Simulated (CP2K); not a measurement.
The C K edge of 2-ethynyloxazole was computed by TDDFT (CP2K XAS_TDP, aug-cc-pVDZ, TDA) at these levels: PBEh(45%), PBEh(45%) + GW2X and PBEh(60%). The first three lines of C1 (bonded to C and H) with a strength over 0.0015, energy in eV and strength:

| run | first | second | third |
| --- | --- | --- | --- |
| 1 | 285.61 (0.054) | 285.92 (0.059) | 289.56 (0.012) |
| 2 | 281.48 (0.044) | 281.94 (0.051) | 284.89 (0.007) |
| 3 | 287.39 (0.043) | 287.86 (0.050) | 290.80 (0.007) |

Question: Which run is which?

Run 1: PBEh(60%) (60 % exact exchange). Run 2: PBEh(45%) (45 % exact exchange). Run 3: PBEh(45%) + GW2X (45 % exact exchange). Self-interaction lifts the core level, so the uncorrected lines rise with the share of exact exchange. The GW2X run keeps the spacings of its parent: 0.47 eV between the first two lines in run 3, 0.46 eV in run 2. Its shift is +5.91 eV, since the Kohn–Sham level at this share of exchange lies that far above the quasiparticle level.

[Hosts, paths, dates, database ids (printed as entryN), source tags and the programs' standing remarks are cut or masked in the printed files.]
